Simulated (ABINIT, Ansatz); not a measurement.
Records of electronic-structure calculations.

```
! title: KHF2 (I4/mcm): one start, several treatments of the self-energy
! method: RPA screening on PBEsol, plane waves, norm-conserving pseudopotentials (and 3 further levels or steps)
! program: ABINIT 10.8.3
! settings: cutoff 36 Ha, PseudoDojo scalar-relativistic 0.4.1 standard, norm-conserving, ngkpt (2, 2, 2), nband 96, ecuteps 4.2 Ha, gwcalctyp 2, nfreqre 16, nfreqim 8, inclvkb 2, freqremax 40 eV, spmeth 1, nomegasf 120, shiftk (0, 0, 0), symchi 1, awtr 1, frequency cd, 2×2×2 k-mesh
! cost: 8 runs, 2.8 min in all on 4 MPI ranks of Intel Xeon Platinum 8488C (Sapphire Rapids), shared host
! notes: The program’s warnings: Min real frequency set to default [Ha] =. The cell and positions come from the Crystallography Open Database and are kept as given unless a step says otherwise. The 2×2×2 mesh is coarse for this cell, which bears on the long-range parts of exchange and screening.
! G0W0, Godby-Needs plasmon pole: 10.930 eV
! G0W0, Hybertsen-Louie plasmon pole: 11.533 eV
! G0W0, Engel-Farid plasmon pole: 10.899 eV
! one-shot Hartree-Fock: 18.337 eV
! G0W0, contour deformation: 10.915 eV
! known limits: short of the basis limit; coarse k mesh
CELL_PARAMETERS angstrom
-2.83500 2.83500 3.40500
2.83500 -2.83500 3.40500
2.83500 2.83500 -3.40500
ATOMIC_POSITIONS crystal
K 0.25000 0.25000 0.00000
K 0.75000 0.75000 0.00000
H 0.50000 0.00000 0.50000
H 0.00000 0.50000 0.50000
F 0.64080 0.14080 0.78160
F 0.14080 0.35920 0.50000
F 0.35920 0.85920 0.21840
F 0.85920 0.64080 0.50000
```

[Long decimals in the printed logs are rounded to 6 places.]

[Logs are printed without paths, hosts, clocks, repeated set-up lines and the standing remarks that a program may print on its own settings, such as how far it seeks lower states.]

[Paths, hosts, dates, memory and timing lines, banners, echoed tables and standing remarks are left out of the program output; an Ansatz launch command may be rebuilt from the run's recorded settings. Measured values are a selection of at most five: reports struck by readers or far from the other reports are left out. None is set beside runs whose start may be inverted or whose files or cutoffs have a known fault.]

[Runs of the session that timed out or met a known fault of the program may be left out.]

[Hosts, paths, dates, database ids (printed as entryN), source tags and the programs' standing remarks are cut or masked in the printed files.]

[G0W0 gaps are taken among the corrected bands and points alone; a level outside them can change the order at an edge.]

[Where Ansatz stands beside ABINIT at settings called matched, ABINIT's density can come from a denser mesh and the files from another edition; pairs whose starting gaps differed by over 0.03 eV were left out, so agreement reads better than it is.]
